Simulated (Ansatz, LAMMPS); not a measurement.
# Gap against volume in glassy 62SiO2-19Al2O3-19CaO (mol %) (118 atoms)

Density of this cell: 2.69 g/cm³. The cell holds 118 atoms: 23 Si, 14 Al, 7 Ca and 74 O. Its edges and angles: a = 11.586 Å, b = 11.407 Å, c = 11.617 Å, α = 92.4°, β = 89.6°, γ = 89.8°. The starting structure: 118 atoms (23 Si, 14 Al, 7 Ca, 74 O) placed at random at 2.57 g/cm³, melted at 4000 K for 10 ps at fixed volume with the Morse and Coulomb pair potential with partial charges (Pedone, Malavasi, Menziani, Cormack and Segre, J. Phys. Chem. B 110, 11780 (2006)). Quenched from 4000 K to 300 K at 50 K/ps and fixed volume, held 10 ps at zero pressure, then minimised at fixed cell.

Calculated with Ansatz 0.2.0: Kohn-Sham DFT, PBEsol, PAW (set soft_2), plane waves; cutoff 420 eV, Γ point, gaussian smearing of 0.05 eV. The relaxed cell was scaled evenly and the atoms were relaxed at each volume. The gap is that between the highest filled and the lowest empty Kohn-Sham level on the run's k-points.

| volume (Å³/atom) | gap (eV) |
| --- | --- |
| 11.699 | 3.649 |
| 12.219 | 3.508 |
| 12.609 | 3.416 |
| 12.999 | 3.332 |
| 13.389 | ? |
| 13.779 | 3.186 |

Task: Fit a straight line in ln V to the rows given and interpolate to the withheld row.

Worked fit:

A volume deformation potential makes the spacing linear in u = ln(V/V0), with V0 = 12.999 Å³ the relaxed volume; v is the spacing.

| u = ln(V/V0) | v (eV) |
| --- | --- |
| -0.105361 | 3.6486 |
| -0.0618758 | 3.5081 |
| -0.0304587 | 3.4158 |
| 0 | 3.3323 |
| 0.0582693 | 3.1859 |

With n = 5: mean u = -0.0278852, mean v = 3.41814, Σ(u − ū)² = 0.015365, Σ(u − ū)(v − v̄) = -0.043309. Slope b = -0.043309 / 0.015365 = -2.8187; intercept a = v̄ − b ū = 3.3395.

At the withheld volume u = 0.02956, and v = a + b u.

Prediction at 13.389: 3.256 eV. The run gave 3.248 eV, so the fit is high by 0.0082 eV (0.25 % of the value).

The slope, -2.82 eV, says that the spacing narrows on expansion. Among the rows given, the largest miss of the fit is at 11.699, by 0.012 eV (2.6 % of the range of the table).

Limits: The table spans 16 % in volume, wide for a linear law. Semilocal functionals tend to put gaps under measured ones. Only the Γ point is sampled. Atoms move by up to 0.5 Å in these relaxations, so the structure changes along the series. Defect or tail levels can set the spacing of a disordered cell.

[Hosts, paths, dates, database ids (printed as entryN), source tags and the programs' standing remarks are cut or masked in the printed files.]
